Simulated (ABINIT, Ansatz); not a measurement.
**Be3N2 (R3m): changed settings of a GW run in ABINIT**

What do changed inputs do to GW on Be3N2 (R3m)?

Calculated with ABINIT 10.8.3; LDA and many-body steps on it, plane waves.

### Step 1. Starting point

The structure is trigonal, space group R3m (No. 160). Conventional cell: a = 2.840 Å, b = 2.840 Å, c = 14.599 Å, α = 90.00°, β = 90.00°, γ = 120.00°. Nearest to Be lie 3 N at 1.65 Å. Nearest to Be lie 4 N at 1.66 to 1.84 Å. Nearest to Be lie 4 N at 1.68 to 1.78 Å. N has 5 Be at 1.65 to 1.68 Å nearest. N has 6 Be at 1.78 to 1.84 Å nearest. Farther neighbours and most contacts between anions are not listed.

As a file:

```cif
data_structure
_symmetry_space_group_name_H-M 'R3m:H'
_symmetry_Int_Tables_number 160
_cell_length_a 2.8396
_cell_length_b 2.8396
_cell_length_c 14.5986
_cell_angle_alpha 90.000
_cell_angle_beta 90.000
_cell_angle_gamma 120.000
_cell_volume 101.94
loop_
_atom_site_label
_atom_site_type_symbol
_atom_site_symmetry_multiplicity
_atom_site_Wyckoff_symbol
_atom_site_fract_x
_atom_site_fract_y
_atom_site_fract_z
_atom_site_occupancy
Be1 Be 3 a 0.00000 0.00000 0.14100 1
Be2 Be 3 a 0.66667 0.33333 0.01564 1
Be3 Be 3 a 0.66667 0.33333 0.24453 1
N1 N 3 a 0.66667 0.33333 0.12917 1
N2 N 3 a 0.00000 0.00000 0.29157 1
```

The cell and positions are those that the Materials Project relaxed with its own functionals (PBE, PBE+U or r2SCAN), kept fixed.

### Step 2. Screening, 4×4×4 mesh, 52 bands, screening to 141.5 eV

This step: ABINIT 10.8.3; RPA screening on LDA, plane waves, norm-conserving pseudopotentials.

The RPA dielectric matrix is built and inverted for each q.

File run.abi:

```
acell 3*1.0 Angstrom
rprim 
  1.419805055509 0.819724830995 4.866215662800
  -1.419805055509 0.819724830995 4.866215662800
  -0.000000000000 -1.639449661990 4.866215662800
ntypat 2
znucl 4 7
natom 5
typat 1 1 1 2 2
xred 
  0.859001080000 0.859001080000 0.859001080000
  0.317694560000 0.317694560000 0.317694560000
  0.088806770000 0.088806770000 0.088806770000
  0.204162680000 0.204162680000 0.204162680000
  0.708434910000 0.708434910000 0.708434910000
pp_dirpath "pseudos"
pseudos "Be.upf, N.upf"
ecut 38
ngkpt 4 4 4
nshiftk 1
shiftk 0 0 0
kptopt 1
chksymbreak 0
istwfk *1
occopt 1
irdwfk 1
optdriver 3
nband 52
ecuteps 5.2
inclvkb 2
awtr 1
symchi 1
indata_prefix "in"
outdata_prefix "out"
tmpdata_prefix "tmp"
```

On the command line:

```
$ OMP_NUM_THREADS=1 mpirun -n 4 abinit run.abi > log
```

Output:

```text
.Version 10.8.3 of ABINIT. v10.8.2 released Aug 2026.

 Symmetries : space group R3 m (#160); Bravais hR (rhombohedral)
[... echo of the input left out ...]
== DATASET  1 ==================================================================
-   mpi_nproc: 4, omp_nthreads: 1 (-1 if OMP is not activated)

--- !DatasetInfo
iteration_state: {dtset: 1, }
dimensions: {natom: 5, nkpt: 13, mband: 52, nsppol: 1, nspinor: 1, nspden: 1, mpw: 2590, }
cutoff_energies: {ecut:  38.0, pawecutdg:  -1.0, }
electrons: {nelect:   2.20000000E+01, charge:   0.00000000E+00, occopt:   1.00000000E+00, tsmear:   1.00000000E-02, }

 SCREENING: Calculation of the susceptibility and dielectric matrices

 Based on a program developped by R.W. Godby, V. Olevano, G. Onida, and L. Reining.
 Incorporated in ABINIT by V. Olevano, G.-M. Rignanese, and M. Torrent.
.Using double precision arithmetic ; gwpc =  8

[... cell and pseudopotentials left out ...]
--------------------------------------------------------------------------------

 ==== K-mesh for the wavefunctions ====
 Number of points in the irreducible wedge :    13
[... list of points left out ...]
 Together with  6 symmetry operations and time-reversal symmetry
 yields    64 points in the full Brillouin Zone.

 ==== Q-mesh for the screening function ====
 Number of points in the irreducible wedge :    13
[... list of points left out ...]
 Together with  6 symmetry operations and time-reversal symmetry
 yields    64 points in the full Brillouin Zone.

 setmesh: FFT mesh size selected  =    40x   40x   40
          total number of points  =        64000

 vcoul_init : cutoff-mode = AUXILIARY_FUNCTION
 q-points for optical limit:   1
     1)      0.000010    0.000020    0.000030

- screening: taking advantage of time-reversal symmetry
- Maximum band index for partially occupied states nbvw = 11
- Remaining bands to be divided among processors   nbcw = 41
- Number of bands treated by each node ~10

 Number of electrons calculated from density =   22.0000; Expected =   22.0000
 average of density, n =  0.095937
 r_s =    1.3551
 omega_plasma =   29.8778 [eV]

 calculating chi0 at frequencies [eV] :
  1    0.000000E+00    0.000000E+00
  2    0.000000E+00    2.987782E+01

--------------------------------------------------------------------------------
  q-point number  1        q = ( 0.000000, 0.000000, 0.000000) [r.l.u.]
--------------------------------------------------------------------------------
[... chi0 elements left out ...]
 For q-point:  0.000010 0.000020 0.000030
  dielectric constant =   4.7641
  dielectric constant without local fields =   5.1741

  Average fulfillment of the sum rule on Im[epsilon] for q-point    1 :     56.60  [%]
[... wings left out ...]
  q-point number  2        q = ( 0.250000, 0.000000, 0.000000) [r.l.u.]
--------------------------------------------------------------------------------
[... chi0 elements left out ...]
  Average fulfillment of the sum rule on Im[epsilon] for q-point    2 :     66.92  [%]

 [... 11 further q-points ...]
```

The job ended after 44 s (4 MPI ranks of Arm Neoverse V2, shared host; peak memory 1.5 GiB; 2.9 min of CPU time).

Numbers from this step:

* ε∞ with local fields, on this mesh, along the program's q direction: 4.764
* the same without local fields: 5.174
* plasma frequency: 29.88 eV
* plane waves in the screening matrix: 129

Local fields lower ε∞ by 8 %.

### Step 3. Base

The self-energy is evaluated for the states that the input lists, and the levels follow from it, in one-shot runs by the linearised quasiparticle equation.

This step: G0W0 on LDA, plane waves, norm-conserving pseudopotentials.

Changes to run.abi since step 2:

```diff
@@ -26,8 +26,17 @@
 irdwfk 1
-optdriver 3
+optdriver 4
 nband 52
+gwcalctyp 0
+ecutsigx 38
+symsigma 1
+nkptgw 2
+kptgw 
+  0.0000000000 0.0000000000 0.0000000000
+  0.5000000000 0.5000000000 0.0000000000
+bdgw 
+  10 13
+  10 13
 ecuteps 5.2
-inclvkb 2
-awtr 1
-symchi 1
+irdscr 1
+ppmodel 1
 indata_prefix "in"
```

Output:

```text
.Version 10.8.3 of ABINIT. v10.8.2 released Aug 2026.

 Symmetries : space group R3 m (#160); Bravais hR (rhombohedral)
[... echo of the input left out ...]
== DATASET  1 ==================================================================
-   mpi_nproc: 4, omp_nthreads: 1 (-1 if OMP is not activated)

--- !DatasetInfo
iteration_state: {dtset: 1, }
dimensions: {natom: 5, nkpt: 13, mband: 52, nsppol: 1, nspinor: 1, nspden: 1, mpw: 2590, }
cutoff_energies: {ecut:  38.0, pawecutdg:  -1.0, }
electrons: {nelect:   2.20000000E+01, charge:   0.00000000E+00, occopt:   1.00000000E+00, tsmear:   1.00000000E-02, }

 SIGMA: Calculation of the GW corrections

 Based on a program developped by R.W. Godby, V. Olevano, G. Onida, and L. Reining.
 Incorporated in ABINIT by V. Olevano, G.-M. Rignanese, and M. Torrent.
.Using double precision arithmetic ; gwpc =  8

[... cell and pseudopotentials left out ...]
--------------------------------------------------------------------------------

 ==== K-mesh for the wavefunctions ====
 Number of points in the irreducible wedge :    13
[... list of points left out ...]
 Together with  6 symmetry operations and time-reversal symmetry
 yields    64 points in the full Brillouin Zone.

 ==== Q-mesh for screening function ====
 Number of points in the irreducible wedge :    13
[... list of points left out ...]
 Together with  6 symmetry operations and time-reversal symmetry
 yields    64 points in the full Brillouin Zone.

 vcoul_init : cutoff-mode = AUXILIARY_FUNCTION
 q-points for optical limit:   1
     1)      0.000010    0.000020    0.000030
 setmesh: FFT mesh size selected  =    54x   54x   54
          total number of points  =       157464

 Number of electrons calculated from density =   22.0000; Expected =   22.0000
 average of density, n =  0.095937
 r_s =    1.3551
 omega_plasma =   29.8778 [eV]

 === KS Band Gaps ===
  >>>> For spin  1
   Minimum direct gap =   3.7920 [eV], located at k-point      :   0.5000  0.5000  0.0000
   Fundamental gap    =   2.7311 [eV], Top of valence bands at :   0.0000  0.0000  0.0000
                                       Bottom of conduction at :   0.5000  0.5000  0.0000
 SIGMA fundamental parameters:
 PLASMON POLE MODEL  1
 number of plane-waves for SigmaX                 2557
 number of plane-waves for SigmaC and W            129
 number of plane-waves for wavefunctions          2557
 number of bands                                    52
 number of independent spin polarizations            1
 number of spinorial components                      1
 number of k-points in IBZ                          13
 number of q-points in IBZ                          13
 number of symmetry operations                       6
 number of k-points in BZ                           64
 number of q-points in BZ                           64
 number of frequencies for dSigma/dE                 9
 frequency step for dSigma/dE [eV]                0.25
 number of omega for Sigma on real axis              0
 max omega for Sigma on real axis  [eV]           0.00
 zcut for avoiding poles [eV]                     0.10

 EPSILON^-1 parameters (SCR file):
 dimension of the eps^-1 matrix on file            129
 dimension of the eps^-1 matrix used               129
 number of plane-waves for wavefunctions          2557
 number of bands                                    52
 number of q-points in IBZ                          13
 number of frequencies                               2
 number of real frequencies                          1
 number of imag frequencies                          1

 matrix elements of self-energy operator (all in [eV])

 Perturbative Calculation

--- !SelfEnergy_ee
iteration_state: {dtset: 1, }
kpoint     : [   0.000,    0.000,    0.000, ]
spin       : 1
KS_gap     :    6.136
QP_gap     :    7.716
Delta_QP_KS:    1.580
data: !SigmaeeData |
     Band     E0 <VxcDFT>   SigX SigC(E0)      Z dSigC/dE  Sig(E)    E-E0       E
       10   5.933 -17.556 -21.694   3.619   0.807  -0.239 -17.975  -0.419   5.514
       11   5.933 -17.556 -21.694   3.619   0.807  -0.239 -17.975  -0.419   5.514
       12  12.069 -13.924  -8.230  -4.281   0.821  -0.217 -12.764   1.160  13.229
       13  13.753 -13.224  -6.984  -4.424   0.831  -0.203 -11.714   1.510  15.263

--- !SelfEnergy_ee
iteration_state: {dtset: 1, }
kpoint     : [   0.500,    0.500,    0.000, ]
spin       : 1
KS_gap     :    3.792
QP_gap     :    5.251
Delta_QP_KS:    1.459
data: !SigmaeeData |
     Band     E0 <VxcDFT>   SigX SigC(E0)      Z dSigC/dE  Sig(E)    E-E0       E
       10   4.591 -16.867 -21.327   3.787   0.805  -0.242 -17.408  -0.541   4.050
       11   4.872 -16.774 -20.801   3.479   0.805  -0.242 -17.216  -0.442   4.431
       12   8.664 -11.330  -6.467  -3.657   0.844  -0.185 -10.313   1.018   9.682
       13  13.575 -11.850  -5.860  -4.316   0.842  -0.188 -10.441   1.409  14.984

== END DATASET(S) ==============================================================
================================================================================

 -outvars: echo values of variables after computation  --------
           etotal      0.0000000000E+00
            nband          52
             nkpt          13
          spgroup         160
 [... the other variables as echoed above ...]

 Calculation completed.
```

Elapsed: 5.3 s, on 4 MPI ranks; peak memory 0.67 GiB.

This step gave:

| Property | Result |
| --- | --- |
| G0W0 gap on the points computed | 4.168 eV |
| starting gap on the mesh | 2.731 eV |
| k of the valence top | 0, 0, 0 |
| k of the conduction bottom | 0.5, 0.5, 0 |
| Z at the valence top | 0.807 |
| Z at the conduction bottom | 0.844 |
| least direct G0W0 gap on the computed points | 5.251 eV |

The gap on the mesh goes from 2.73 eV to 4.17 eV, a correction of +1.44 eV.

### Step 4. Scissors in G

Changes to run.abi since step 3:

```diff
@@ -41,2 +41,3 @@
 ppmodel 1
+mbpt_sciss 0.5 eV
 indata_prefix "in"
```

Output:

```text
.Version 10.8.3 of ABINIT. v10.8.2 released Aug 2026.

 Symmetries : space group R3 m (#160); Bravais hR (rhombohedral)
[... echo of the input left out ...]
== DATASET  1 ==================================================================
-   mpi_nproc: 4, omp_nthreads: 1 (-1 if OMP is not activated)

--- !DatasetInfo
iteration_state: {dtset: 1, }
dimensions: {natom: 5, nkpt: 13, mband: 52, nsppol: 1, nspinor: 1, nspden: 1, mpw: 2590, }
cutoff_energies: {ecut:  38.0, pawecutdg:  -1.0, }
electrons: {nelect:   2.20000000E+01, charge:   0.00000000E+00, occopt:   1.00000000E+00, tsmear:   1.00000000E-02, }

 SIGMA: Calculation of the GW corrections

 Based on a program developped by R.W. Godby, V. Olevano, G. Onida, and L. Reining.
 Incorporated in ABINIT by V. Olevano, G.-M. Rignanese, and M. Torrent.
.Using double precision arithmetic ; gwpc =  8

[... cell and pseudopotentials left out ...]
--------------------------------------------------------------------------------

 ==== K-mesh for the wavefunctions ====
 Number of points in the irreducible wedge :    13
[... list of points left out ...]
 Together with  6 symmetry operations and time-reversal symmetry
 yields    64 points in the full Brillouin Zone.

 ==== Q-mesh for screening function ====
 Number of points in the irreducible wedge :    13
[... list of points left out ...]
 Together with  6 symmetry operations and time-reversal symmetry
 yields    64 points in the full Brillouin Zone.

 vcoul_init : cutoff-mode = AUXILIARY_FUNCTION
 q-points for optical limit:   1
     1)      0.000010    0.000020    0.000030
 setmesh: FFT mesh size selected  =    54x   54x   54
          total number of points  =       157464

 Number of electrons calculated from density =   22.0000; Expected =   22.0000
[...]
max omega for Sigma on real axis  [eV]           0.00
 zcut for avoiding poles [eV]                     0.10
 scissor energy [eV]                              0.50

 EPSILON^-1 parameters (SCR file):
 dimension of the eps^-1 matrix on file            129
 dimension of the eps^-1 matrix used               129
 number of plane-waves for wavefunctions          2557
 number of bands                                    52
 number of q-points in IBZ                          13
 number of frequencies                               2
 number of real frequencies                          1
 number of imag frequencies                          1

 matrix elements of self-energy operator (all in [eV])

 Perturbative Calculation

--- !SelfEnergy_ee
iteration_state: {dtset: 1, }
kpoint     : [   0.000,    0.000,    0.000, ]
spin       : 1
KS_gap     :    6.136
QP_gap     :    7.775
Delta_QP_KS:    1.639
data: !SigmaeeData |
     Band     E0 <VxcDFT>   SigX SigC(E0)      Z dSigC/dE  Sig(E)    E-E0       E
       10   5.933 -17.556 -21.694   3.640   0.808  -0.238 -17.958  -0.402   5.531
       11   5.933 -17.556 -21.694   3.640   0.808  -0.238 -17.958  -0.402   5.531
       12  12.069 -13.924  -8.230  -4.297   0.822  -0.217 -12.687   1.237  13.306
[...]
--- !SelfEnergy_ee
iteration_state: {dtset: 1, }
kpoint     : [   0.500,    0.500,    0.000, ]
spin       : 1
KS_gap     :    3.792
QP_gap     :    5.299
Delta_QP_KS:    1.507
data: !SigmaeeData |
     Band     E0 <VxcDFT>   SigX SigC(E0)      Z dSigC/dE  Sig(E)    E-E0       E
[...]
12   8.664 -11.330  -6.467  -3.673   0.844  -0.184 -10.247   1.083   9.747
       13  13.575 -11.850  -5.860  -4.326   0.842  -0.187 -10.370   1.481  15.056

== END DATASET(S) ==============================================================
================================================================================

 -outvars: echo values of variables after computation  --------
           etotal      0.0000000000E+00
            nband          52
             nkpt          13
          spgroup         160
 [... the other variables as echoed above ...]

 Calculation completed.
```

Elapsed: 5.2 s, on 4 MPI ranks; peak memory 0.72 GiB.

This step gave:

```yaml
g0w0_gap_on_the_points_computed: 4.216 eV
starting_gap_on_the_mesh: 2.731 eV
k_of_the_valence_top: 0, 0, 0
k_of_the_conduction_bottom: 0.5, 0.5, 0
z_at_the_valence_top: 0.808
z_at_the_conduction_bottom: 0.844
least_direct_g0w0_gap_on_the_computed_points: 5.298 eV
```

### Step 5. Exchange cutoff of one hartree

Changes to run.abi since step 4:

```diff
@@ -29,3 +29,3 @@
 gwcalctyp 0
-ecutsigx 38
+ecutsigx 1
 symsigma 1
@@ -41,3 +41,2 @@
 ppmodel 1
-mbpt_sciss 0.5 eV
 indata_prefix "in"
```

Output:

```text
.Version 10.8.3 of ABINIT. v10.8.2 released Aug 2026.

 Symmetries : space group R3 m (#160); Bravais hR (rhombohedral)
[... echo of the input left out ...]
== DATASET  1 ==================================================================
-   mpi_nproc: 4, omp_nthreads: 1 (-1 if OMP is not activated)

--- !DatasetInfo
iteration_state: {dtset: 1, }
dimensions: {natom: 5, nkpt: 13, mband: 52, nsppol: 1, nspinor: 1, nspden: 1, mpw: 2590, }
cutoff_energies: {ecut:  38.0, pawecutdg:  -1.0, }
electrons: {nelect:   2.20000000E+01, charge:   0.00000000E+00, occopt:   1.00000000E+00, tsmear:   1.00000000E-02, }

 SIGMA: Calculation of the GW corrections

 Based on a program developped by R.W. Godby, V. Olevano, G. Onida, and L. Reining.
 Incorporated in ABINIT by V. Olevano, G.-M. Rignanese, and M. Torrent.
.Using double precision arithmetic ; gwpc =  8

[... cell and pseudopotentials left out ...]
--------------------------------------------------------------------------------

 ==== K-mesh for the wavefunctions ====
 Number of points in the irreducible wedge :    13
[... list of points left out ...]
 Together with  6 symmetry operations and time-reversal symmetry
 yields    64 points in the full Brillouin Zone.

 ==== Q-mesh for screening function ====
 Number of points in the irreducible wedge :    13
[... list of points left out ...]
 Together with  6 symmetry operations and time-reversal symmetry
 yields    64 points in the full Brillouin Zone.

 vcoul_init : cutoff-mode = AUXILIARY_FUNCTION
 q-points for optical limit:   1
     1)      0.000010    0.000020    0.000030
 setmesh: FFT mesh size selected  =    32x   32x   32
          total number of points  =        32768

 Number of electrons calculated from density =   22.0000; Expected =   22.0000
[...]
number of omega for Sigma on real axis              0
 max omega for Sigma on real axis  [eV]           0.00
 zcut for avoiding poles [eV]                     0.10

 EPSILON^-1 parameters (SCR file):
 dimension of the eps^-1 matrix on file            129
 dimension of the eps^-1 matrix used                11
 number of plane-waves for wavefunctions          2557
 number of bands                                    52
 number of q-points in IBZ                          13
 number of frequencies                               2
 number of real frequencies                          1
 number of imag frequencies                          1

 matrix elements of self-energy operator (all in [eV])

 Perturbative Calculation

--- !SelfEnergy_ee
iteration_state: {dtset: 1, }
kpoint     : [   0.000,    0.000,    0.000, ]
spin       : 1
KS_gap     :    6.136
QP_gap     :    6.407
Delta_QP_KS:    0.271
data: !SigmaeeData |
     Band     E0 <VxcDFT>   SigX SigC(E0)      Z dSigC/dE  Sig(E)    E-E0       E
       10   5.933 -17.556 -14.377   3.343   0.851  -0.176 -12.008   5.547  11.480
       11   5.933 -17.556 -14.377   3.343   0.851  -0.176 -12.008   5.547  11.480
       12  12.069 -13.924  -3.088  -4.010   0.852  -0.173  -8.106   5.818  17.887
[...]
--- !SelfEnergy_ee
iteration_state: {dtset: 1, }
kpoint     : [   0.500,    0.500,    0.000, ]
spin       : 1
KS_gap     :    3.792
QP_gap     :    2.370
Delta_QP_KS:   -1.422
data: !SigmaeeData |
     Band     E0 <VxcDFT>   SigX SigC(E0)      Z dSigC/dE  Sig(E)    E-E0       E
[...]
12   8.664 -11.330  -3.687  -3.381   0.862  -0.160  -7.655   3.675  12.339
       13  13.575 -11.850  -2.962  -3.919   0.858  -0.165  -7.586   4.264  17.839

== END DATASET(S) ==============================================================
================================================================================

 -outvars: echo values of variables after computation  --------
           etotal      0.0000000000E+00
            nband          52
             nkpt          13
          spgroup         160
 [... the other variables as echoed above ...]

 Calculation completed.
```

It took 2.3 s on 4 MPI ranks; peak memory 0.19 GiB.

The run ended normally, though the input holds a fault or crude settings.

The fault put into this input: exchange cutoff of one hartree. It printed a gap of 0.86 eV, an artefact of the input.

### Step 6. Side by side

Times are wall times on 4 MPI ranks of Arm Neoverse V2, shared host, good to a factor of about two. A run's time includes the screening step that it read.

```
          run   mesh  bands  screening cutoff (eV)  DFT gap (eV)  gap on the mesh (eV)  direct (eV)  ε∞ used  time
         base  4×4×4     52                  141.5         2.731                 4.168        5.251     4.76  49 s
scissors in G  4×4×4     52                  141.5         2.731                 4.216        5.298     4.76  49 s
```

### Step 7. Summary of results

| Quantity | Value |
| --- | --- |
| base | 4.168 eV |
| scissors in G | 4.216 eV |
| known limits | not at the basis limit |

Scissors in G: +0.048 eV against base (keys changed: mbpt_sciss). Bands and cutoff are finite, so the gap is not at the basis limit. The miss can reach some tenths of an eV and take either sign; the mesh is an error of its own. In the G0W0 runs levels were corrected at 2 k points alone, so a gap called «on the mesh» is the least over those, and an edge elsewhere would be missed.

[Paths, hosts, dates, memory and timing lines, banners, echoed tables and standing remarks are left out of the program output.]

[Logs are printed without paths, hosts, clocks, repeated set-up lines and the standing remarks that a program may print on its own settings, such as how far it seeks lower states.]

[Runs of the session that timed out or met a known fault of the program may be left out.]

[Hosts, paths, dates, database ids (printed as entryN), source tags and the programs' standing remarks are cut or masked in the printed files.]

[G0W0 gaps are taken among the corrected bands and points alone; a level outside them can change the order at an edge.]

[Where Ansatz stands beside ABINIT at settings called matched, ABINIT's density can come from a denser mesh and the files from another edition; pairs whose starting gaps differed by over 0.03 eV were left out, so agreement reads better than it is.]
